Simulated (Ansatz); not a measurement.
## SrRhS3: relaxing a made-up structure

Starting from a made-up structure for SrRhS3, the aim is the relaxed cell, its shortest contacts and, where a second run follows, its electronic structure.

Main program and level: Ansatz 0.2.0; DFT, PBEsol, plane-wave PAW, files of the set soft_1, scalar-relativistic, no spin, cell and ions relaxed at zero pressure; PAW set soft_1, in the first sound run; inputs show where later runs differ.

## Step 1: Set-up

It takes space group Pm-3m (No. 221, cubic). Conventional cell: a = 4.784 Å, b = 4.784 Å, c = 4.784 Å, α = 90.00°, β = 90.00°, γ = 90.00°. Nearest to Rh lie 6 S at 2.39 Å. Nearest to Sr lie 12 S at 3.38 Å. S has 2 Rh at 2.39 Å and 4 Sr at 3.38 Å nearest. Farther neighbours and most contacts between anions are not listed.

## Step 2: Relaxation of the guess

The guessed cell has no reason to be at equilibrium. It is relaxed with the atoms, within the space group of the guess.

Contents of input.yaml:

```yaml
crystal:
  lattice:
    - [4.784, 0.0, 0.0]
    - [0.0, 4.784, 0.0]
    - [0.0, 0.0, 4.784]
  atoms:
    - { symbol: Rh, position: [0.5, 0.5, 0.5] }
    - { symbol: Sr, position: [0.0, 0.0, 0.0] }
    - { symbol: S, position: [0.0, 0.5, 0.5] }
    - { symbol: S, position: [0.5, 0.0, 0.5] }
    - { symbol: S, position: [0.5, 0.5, 0.0] }
kpoints:
  mp_grid: { grid: [6, 6, 6] }
scf:
  occupations: { method: fermi_dirac, width: 0.05 }
hamiltonian:
  xc: pbesol
  pseudopotentials: { kind: paw, azcp: { folder: soft_1 }, xc_functional: pbe }
relax:
  f_tol: 0.015
  max_steps: 70
  cell: {}
output:
  forces: true
  stress: true
```

On the command line:

```sh
$ ansatz run input.yaml --threads 4 --pin off --max-ram 8192MiB --backend cpu --events-out ev --progress --plain --runs-dir out
```

Numbers of over 12 decimals in the logs are rounded to 6 here.

Output:

```text
Engine: ansatz 0.2.0, x86_64-unknown-linux-gnu
Pseudopotentials: kind: paw
Pseudopotential: Rh, paw, valence charge 17, recommended cutoff 420 eV (normal), soft_1/Rh.paw.azcp
Pseudopotential: Sr, paw, valence charge 10, recommended cutoff 420 eV (normal), soft_1/Sr.paw.azcp
Pseudopotential: S, paw, valence charge 6, recommended cutoff 420 eV (normal), soft_1/S.paw.azcp
Functional definition: PBEsol
  exchange = pbesol_x
  correlation = pbesol_c
Crystal: 5 atoms, lattice volume = 109.490 Å³
Basis set: ecut = 420 eV, 2103 PW (Γ), exchange–correlation on 64×64×64 points (8 copies of the dense FFT grid, shifted against one another)
Bands: 28, of which v1, the nominal top of the filled ones, is band 23 counted from 1 (22 counted from 0)
Symmetry: 48 space group operations
Space group: Pm-3m (ITA 221), of the structure as read, at distance tolerance 4.8e-5 Å
k-points: 20 of 216
Non-local potential: Rh, projectors of the file, l = 0: 3, l = 1: 2, l = 2: 2, l = 3: 1
Non-local potential: Sr, projectors of the file, l = 0: 3, l = 1: 2, l = 2: 2
Non-local potential: S, projectors of the file, l = 0: 2, l = 1: 2, l = 2: 1
PAW form: soft (Blöchl's): semilocal exchange-correlation on the pseudo side does not see the compensation charge
PAW frozen core: Rh, regenerated for the run's functional, and the local potential with it (the file was generated under x = pbe(κ = 0.804, μ = 0.219515), c = pbe(β = 0.066725))
PAW frozen core: Sr, regenerated for the run's functional, and the local potential with it (the file was generated under x = pbe(κ = 0.804, μ = 0.219515), c = pbe(β = 0.066725))
PAW frozen core: S, regenerated for the run's functional, and the local potential with it (the file was generated under x = pbe(κ = 0.804, μ = 0.219515), c = pbe(β = 0.066725))
PAW one-centre angular grid: Rh, 590 points (default); XC on 64 Gauss nodes
PAW one-centre angular grid: Sr, 110 points (default); XC on 64 Gauss nodes
PAW one-centre angular grid: S, 110 points (default); XC on 64 Gauss nodes
Initial density: superposition of atomic densities (chi_scale 0.1, normalization cell, long waves kept (reshape's long-wave potential 0.00 eV rms))
Initial wavefunctions: pseudopotential atomic-orbital guess
Functional: x = pbesol(κ = 0.804, μ = 0.123457), c = pbesol(β = 0.046)
SCF iter   1: F=—  HF=-12493.614174 eV  |F-HF|=—  |Δ(HF+E_count)|=         —  Δρ=1.18e-1  dr2=2.89e1  ethr=3.10e-3  ⟨swp⟩=8.1  Hψ=3088  notcnv=0
preconditioner: auto → Kerker (q_TF=auto, 2.353 Å⁻¹)  [metal: Δε(μ)=0.048 eV  Ē_g=7.065 eV  σ=0.050 eV  W_gap=0.23  n_scr=26 (ndim 8)  ℏωp=19.1 eV  f_vac=0.000  D(μ)=7.41/eV (n_scr^D=80)]
SCF iter   2: F=—  HF=-12490.030284 eV  |F-HF|=—  |Δ(HF+E_count)|=    3.58e0  Δρ=4.30e-2  dr2=5.22e0  ethr=3.10e-3  ⟨swp⟩=3.0  Hψ=1354  notcnv=0  defer=2
SCF iter   3: F=—  HF=-12489.409550 eV  |F-HF|=—  |Δ(HF+E_count)|=   6.21e-1  Δρ=2.54e-2  dr2=1.04e0  ethr=3.10e-3  ⟨swp⟩=3.0  Hψ=1096  notcnv=0  defer=7
SCF iter   4: F=—  HF=-12489.302322 eV  |F-HF|=—  |Δ(HF+E_count)|=   1.07e-1  Δρ=1.72e-2  dr2=7.11e-1  ethr=2.31e-3  ⟨swp⟩=3.1  Hψ=949  notcnv=0  defer=7
SCF iter   5: F=—  HF=-12489.254446 eV  |F-HF|=—  |Δ(HF+E_count)|=   4.79e-2  Δρ=1.09e-2  dr2=3.01e-1  ethr=1.58e-3  ⟨swp⟩=1.6  Hψ=699  notcnv=0  defer=3
SCF iter   6: F=—  HF=-12489.224869 eV  |F-HF|=—  |Δ(HF+E_count)|=   2.96e-2  Δρ=4.57e-3  dr2=4.94e-2  ethr=6.69e-4  ⟨swp⟩=2.5  Hψ=613  notcnv=0  defer=3
SCF iter   7: F=—  HF=-12489.219778 eV  |F-HF|=—  |Δ(HF+E_count)|=   5.09e-3  Δρ=3.18e-4  dr2=2.34e-4  ethr=1.10e-4  ⟨swp⟩=1.8  Hψ=625  notcnv=0  defer=4
SCF iter   8: F=—  HF=-12489.219847 eV  |F-HF|=—  |Δ(HF+E_count)|=   6.90e-5  Δρ=2.98e-4  dr2=1.64e-4  ethr=5.20e-7  ⟨swp⟩=3.1  Hψ=1131  notcnv=0  defer=4
SCF iter   9: F=—  HF=-12489.219832 eV  |F-HF|=—  |Δ(HF+E_count)|=   1.40e-5  Δρ=2.92e-5  dr2=6.30e-7  ethr=3.65e-7  ⟨swp⟩=1.1  Hψ=565  notcnv=0  defer=4
SCF iter  10: F=—  HF=-12489.219967 eV  |F-HF|=—  |Δ(HF+E_count)|=   1.35e-4  Δρ=6.02e-6  dr2=5.50e-8  ethr=2.22e-10  ⟨swp⟩=6.5  Hψ=2478  notcnv=0
SCF iter  11: F=-12489.219967 eV  HF=-12489.219967 eV  |F-HF|=2.11e-10  |Δ(HF+E_count)|=   5.68e-9  Δρ=1.29e-6  dr2=3.03e-9  ethr=1.22e-10  ⟨swp⟩=2.9  Hψ=1990  notcnv=0
SCF 1 converged in 11 iterations: F = -12489.219967 eV  dr2 = 3.03e-9
  greatest PAW one-centre occupation: 0.999 electrons in one spin orbital (limit 2), on the Rh atom at site 0 (counted from 0), in its partial waves of l = 0
relax step   1: F+E_penalty+E_count = -12489.21996724 eV  Δ(F+E_penalty+E_count) = +0.000e0 eV  max|allowed force component| = 5.764e-29 eV/Å  Δτ_max = 0.0000 Å  P = -5.263 GPa  Ω = 109.490 Å³  (11 SCF iters, dr2 threshold 1.00e-7 eV, accepted)
Crystal: 5 atoms, lattice volume = 102.329 Å³
Basis set: ecut = 420 eV, 2007 PW (Γ), exchange–correlation on 64×64×64 points (8 copies of the dense FFT grid, shifted against one another)
Initial density: handed on by an earlier stage of this run
Initial wavefunctions: those handed on with the density
iter 1 solved again at ethr=6.10e-4 eV; its pass at ethr=3.10e-3 eV (dr2=2.74e-1 eV) is discarded
SCF iter   1: F=—  HF=-12489.381362 eV  |F-HF|=—  |Δ(HF+E_count)|=         —  Δρ=1.14e-2  dr2=2.85e-1  ethr=6.10e-4  ⟨swp⟩=1.0  Hψ=3173  notcnv=0
preconditioner: auto → Kerker (q_TF=auto, 2.379 Å⁻¹)  [metal: Δε(μ)=0.016 eV  Ē_g=10.073 eV  σ=0.050 eV  W_gap=0.08  n_scr=26 (ndim 8)  ℏωp=21.7 eV  f_vac=0.000  D(μ)=8.65/eV (n_scr^D=92)]
SCF iter   2: F=—  HF=-12489.358690 eV  |F-HF|=—  |Δ(HF+E_count)|=   2.27e-2  Δρ=5.27e-3  dr2=7.14e-2  ethr=6.10e-4  ⟨swp⟩=1.8  Hψ=583  notcnv=0
SCF iter   3: F=—  HF=-12489.349778 eV  |F-HF|=—  |Δ(HF+E_count)|=   8.91e-3  Δρ=9.41e-4  dr2=3.03e-3  ethr=1.59e-4  ⟨swp⟩=2.5  Hψ=649  notcnv=0
SCF iter   4: F=—  HF=-12489.349013 eV  |F-HF|=—  |Δ(HF+E_count)|=   7.65e-4  Δρ=3.46e-4  dr2=2.34e-4  ethr=6.73e-6  ⟨swp⟩=2.6  Hψ=923  notcnv=0
SCF iter   5: F=—  HF=-12489.349027 eV  |F-HF|=—  |Δ(HF+E_count)|=   1.40e-5  Δρ=7.11e-5  dr2=9.34e-6  ethr=5.20e-7  ⟨swp⟩=2.1  Hψ=906  notcnv=0
SCF iter   6: F=-12489.349025 eV  HF=-12489.349026 eV  |F-HF|=2.71e-7  |Δ(HF+E_count)|=   1.16e-6  Δρ=1.68e-5  dr2=4.59e-7  ethr=1.11e-9  ⟨swp⟩=4.7  Hψ=2700  notcnv=0
SCF 2 converged in 6 iterations: F = -12489.349025 eV  dr2 = 4.59e-7
relax step   2: F+E_penalty+E_count = -12489.34902530 eV  Δ(F+E_penalty+E_count) = -1.291e-1 eV  max|allowed force component| = 4.940e-29 eV/Å  Δτ_max = 0.0000 Å  P = -0.123 GPa  Ω = 102.329 Å³  energy of the carried Pulay correction = +1.348e-3 eV  (6 SCF iters, dr2 threshold 5.00e-7 eV, accepted)
Crystal: 5 atoms, lattice volume = 102.170 Å³
iter 1 solved again at ethr=2.64e-7 eV; its pass at ethr=3.10e-3 eV (dr2=1.19e-4 eV) is discarded
SCF iter   1: F=—  HF=-12489.349045 eV  |F-HF|=—  |Δ(HF+E_count)|=         —  Δρ=2.63e-4  dr2=1.50e-4  ethr=2.64e-7  ⟨swp⟩=2.1  Hψ=2859  notcnv=0
preconditioner: auto → Kerker (q_TF=auto, 2.380 Å⁻¹)  [metal: Δε(μ)=0.057 eV  Ē_g=10.102 eV  σ=0.050 eV  W_gap=0.28  n_scr=26 (ndim 8)  ℏωp=21.7 eV  f_vac=0.000  D(μ)=8.00/eV (n_scr^D=80)]
SCF iter   2: F=—  HF=-12489.349038 eV  |F-HF|=—  |Δ(HF+E_count)|=   6.84e-6  Δρ=1.18e-4  dr2=3.66e-5  ethr=2.64e-7  ⟨swp⟩=1.0  Hψ=560  notcnv=0
SCF iter   3: F=—  HF=-12489.349111 eV  |F-HF|=—  |Δ(HF+E_count)|=   7.30e-5  Δρ=2.39e-5  dr2=2.17e-6  ethr=8.14e-8  ⟨swp⟩=1.1  Hψ=563  notcnv=0
SCF iter   4: F=—  HF=-12489.349110 eV  |F-HF|=—  |Δ(HF+E_count)|=   5.45e-7  Δρ=1.01e-5  dr2=2.04e-7  ethr=4.81e-9  ⟨swp⟩=2.6  Hψ=894  notcnv=0
iter 5 did not close the SCF: its close was put off for the readings that it lacked (scf_convergence_deferred on its scf_iter line)
SCF iter   5: F=-12489.349110 eV  HF=-12489.349110 eV  |F-HF|=3.56e-9  |Δ(HF+E_count)|=   5.94e-8  Δρ=2.19e-6  dr2=5.18e-9  ethr=4.52e-10  ⟨swp⟩=2.1  Hψ=898  notcnv=0
SCF iter   6: F=-12489.349110 eV  HF=-12489.349110 eV  |F-HF|=4.66e-10  |Δ(HF+E_count)|=  2.91e-10  Δρ=5.60e-7  dr2=5.49e-10  ethr=1.15e-11  ⟨swp⟩=3.0  Hψ=2127  notcnv=0
SCF 3 converged in 6 iterations: F = -12489.349110 eV  dr2 = 5.49e-10
relax step   3: F+E_penalty+E_count = -12489.34911027 eV  Δ(F+E_penalty+E_count) = -8.497e-5 eV  max|allowed force component| = 4.944e-29 eV/Å  Δτ_max = 0.0000 Å  P = +0.015 GPa  Ω = 102.170 Å³  energy of the carried Pulay correction = +1.379e-3 eV  (6 SCF iters, dr2 threshold 3.75e-8 eV, accepted)
Initial wavefunctions: pseudopotential atomic-orbital guess (no wavefunctions were taken with the density)
iter 1 solved again at ethr=9.66e-7 eV; its pass at ethr=3.10e-3 eV (dr2=4.35e-4 eV) is discarded
SCF iter   1: F=—  HF=-12489.347640 eV  |F-HF|=—  |Δ(HF+E_count)|=         —  Δρ=8.36e-5  dr2=9.67e-7  ethr=9.66e-7  ⟨swp⟩=4.0  Hψ=4817  notcnv=0
eigensolver tolerance schedule: the retry pair's looser diagonalisation over-reported the residual by 448.92 of it (diagonalisation noise at 0.16 of the residual, at the tolerance the schedule requests for it); recorded, not acted on — ethr = c·dr2/N_el stays at c = 1.0e-1
preconditioner: auto → Kerker (q_TF=auto, 2.380 Å⁻¹)  [metal: Δε(μ)=0.056 eV  Ē_g=10.103 eV  σ=0.050 eV  W_gap=0.27  n_scr=26 (ndim 8)  ℏωp=21.7 eV  f_vac=0.000  D(μ)=7.98/eV (n_scr^D=80)]
SCF iter   2: F=—  HF=-12489.347713 eV  |F-HF|=—  |Δ(HF+E_count)|=   7.32e-5  Δρ=4.25e-5  dr2=2.17e-7  ethr=2.15e-9  ⟨swp⟩=3.4  Hψ=1261  notcnv=0
SCF iter   3: F=—  HF=-12489.347714 eV  |F-HF|=—  |Δ(HF+E_count)|=   5.35e-7  Δρ=4.80e-6  dr2=3.03e-9  ethr=4.82e-10  ⟨swp⟩=2.0  Hψ=987  notcnv=0
SCF iter   4: F=—  HF=-12489.347714 eV  |F-HF|=—  |Δ(HF+E_count)|=   7.95e-9  Δρ=4.14e-7  dr2=1.98e-10  ethr=6.73e-12  ⟨swp⟩=2.4  Hψ=925  notcnv=0
iter 5 did not close the SCF: its close was put off for the readings that it lacked (scf_convergence_deferred on its scf_iter line)
SCF iter   5: F=-12489.347714 eV  HF=-12489.347714 eV  |F-HF|=7.28e-12  |Δ(HF+E_count)|=    0.00e0  Δρ=1.05e-7  dr2=1.25e-11  ethr=1.00e-12  ⟨swp⟩=1.2  Hψ=567  notcnv=0
SCF iter   6: F=-12489.347714 eV  HF=-12489.347714 eV  |F-HF|=3.64e-12  |Δ(HF+E_count)|=    0.00e0  Δρ=2.33e-8  dr2=1.45e-12  ethr=1.00e-12  ⟨swp⟩=3.8  Hψ=2051  notcnv=0
SCF 4 converged in 6 iterations: F = -12489.347714 eV  dr2 = 1.45e-12
relax step   4: F+E_penalty+E_count = -12489.34771398 eV  Δ(F+E_penalty+E_count) = +1.396e-3 eV  max|allowed force component| = 5.062e-30 eV/Å  Δτ_max = 0.0000 Å  P = +0.016 GPa  Ω = 102.170 Å³  stress off target by 1.63e-2 GPa  SCF on the basis re-selected at this cell (its energy is not comparable with the rows above)  (6 SCF iters)
basis re-selected at this cell: Δ(F+E_penalty+E_count) = +1.396e-3 eV, ΔP = +0.001 GPa vs the last step (what re-selecting the basis moved, of the pressure what is left beyond the Pulay correction that the steps carried, after the strain that the cell walked since its last selection, with what the two solves' SCF thresholds leave and, on support functions, any second-order correction that the steps lacked; it is no m [...]
SCF converged after 6 iterations
Free energy (F): -12489.347714 eV
Harris-Foulkes:  -12489.347714 eV  (|F-HF|=3.64e-12)
Internal energy: -12489.282713 eV  (E = F + TS)
E sigma→0 (E₀):  -12489.315213 eV
Entropy (-TS):   -0.065001 eV (-13.000 meV/atom)
Fermi energy:    8.952242 eV
--- Per-component energies (eV) ---
  E_band       = -336.499153
  E_kinetic    = 1086.949280
  E_local      = -3798.897483  (includes V_loc(G=0)·N_el)
  E_nonlocal   = 639.820903
  E_hartree    = 1376.600472
  E_xc         = -638.014578
  E_vxc        = -655.335281  (∫ρ·V_xc dr)
  E_paw        = -7957.505176  (= ΣΔE_a)
  E_vpaw       = -362.237618  (= ΣTr[D̂ρ^β])
  E_aug_tail   = 0.000046  (compensation charges beyond the density's cutoff)
  E_ewald      = -3198.832574
  E_core_change = 0.596397  (= ΣΔE_core)
  E_smearing   = -0.065001  (= −TS)
  E_closure    = -0.000000  (closes the sum)
  Σ components = -12489.347714   (vs F -12489.347714, Δ=0.00e0)
--- Forces (eV/Å), atoms counted from 1 ---
  atom   1  Rh     0.00000000    -0.00000000    -0.00000000
  atom   2  Sr     0.00000000    -0.00000000    -0.00000000
  atom   3  S     -0.00000000     0.00000000    -0.00000000
  atom   4  S      0.00000000    -0.00000000     0.00000000
  atom   5  S     -0.00000000     0.00000000    -0.00000000
  max |Σ_I F_I| component: 6.25e-30 eV/Å
--- Stress (GPa, compression-positive) ---
        0.016274       0.000000      -0.000000
        0.000000       0.016274       0.000000
       -0.000000       0.000000       0.016274
  P = ⅓ Tr σ = 0.0163 GPa (0.163 kbar)
--- Relaxed structure (3 steps of the walk, 3 accepted, 1 SCFs on fresh bases) ---
  F+E_penalty+E_count = -12489.34771398 eV   max|allowed force component| = 5.062e-30 eV/Å   (the final SCF, on the basis selected at the relaxed cell)
  cell:  # Å, volume = 102.1702 Å³
    - [4.674926, 0, 0]
    - [0, 4.674926, 0.0]
    - [0, 0.0, 4.674926]
  atoms:
    - { symbol: Rh, position: [0.5, 0.5, 0.5] }
    - { symbol: Sr, position: [0, 0, 0] }
    - { symbol: S, position: [0, 0.5, 0.5] }
    - { symbol: S, position: [0.5, 0, 0.5] }
    - { symbol: S, position: [0.5, 0.5, 0] }
```

The job ended after 4.6 s (4 threads of Intel Xeon Platinum 8375C at 2.90GHz (Ice Lake), shared host; peak memory 0.5 GiB).

This run has no spin polarisation although its electron count is odd.

The steps of the relaxation:

| step | energy less that of the first step (eV) | largest force component (eV/Å) | pressure (GPa) | volume (Å³) |
| --- | --- | --- | --- | --- |
| 1 | 0.0000 | 0.0000 | -5.26 | 109.49 |
| 2 | -0.1291 | 0.0000 | -0.12 | 102.33 |
| 3 | -0.1291 | 0.0000 | 0.02 | 102.17 |
| 4* | -0.1277 | 0.0000 | 0.02 | 102.17 |

Relaxation steps marked * repeat the geometry before them on a plane-wave basis chosen anew for their cell, so energy and pressure can jump there.

The run keeps the 48 symmetry operations that it works with, so distortions that break them were not tested.

| conventional cell, symmetrised | before | after | change |
| --- | --- | --- | --- |
| a (Å) | 4.784 | 4.675 | -2.3 % |
| b (Å) | 4.784 | 4.675 | -2.3 % |
| c (Å) | 4.784 | 4.675 | -2.3 % |
| volume (Å³/atom) | 21.90 | 20.43 | -6.7 % |

Final coordinates:

```xyz
5
Lattice="4.6749 0.0000 0.0000 0.0000 4.6749 0.0000 0.0000 0.0000 4.6749" Properties=species:S:1:pos:R:3 pbc="T T T"
Rh    2.3375    2.3375    2.3375
Sr    0.0000    0.0000    0.0000
S     0.0000    2.3375    2.3375
S     2.3375    0.0000    2.3375
S     2.3375    2.3375    0.0000
```

This step gave:

```
free energy             : -12489.3477 eV
energy at zero smearing : -12489.3152 eV
smearing term TS        : 0.06500 eV
Fermi energy            : 8.952 eV
electrons               : 45
symmetry operations     : 48
pressure                : 0.01627 GPa
```

Shortest distances by pair of elements, guess and relaxed (not always the same contact):

| pair | guess (Å) | relaxed (Å) |
| --- | --- | --- |
| Rh–S | 2.392 | 2.337 |
| S–Sr | 3.383 | 3.306 |
| S–S | 3.383 | 3.306 |
| Rh–Sr | 4.143 | 4.049 |
| Rh–Rh | 4.784 | 4.675 |

The relaxation ends with a pressure of 0.02 GPa.

(Part 1 of 2 ends here.)

[Logs are printed without paths, hosts, clocks, repeated set-up lines and the standing remarks that a program may print on its own settings, such as how far it seeks lower states.]

[Hosts, paths, dates, database ids (printed as entryN), source tags and the programs' standing remarks are cut or masked in the printed files.]
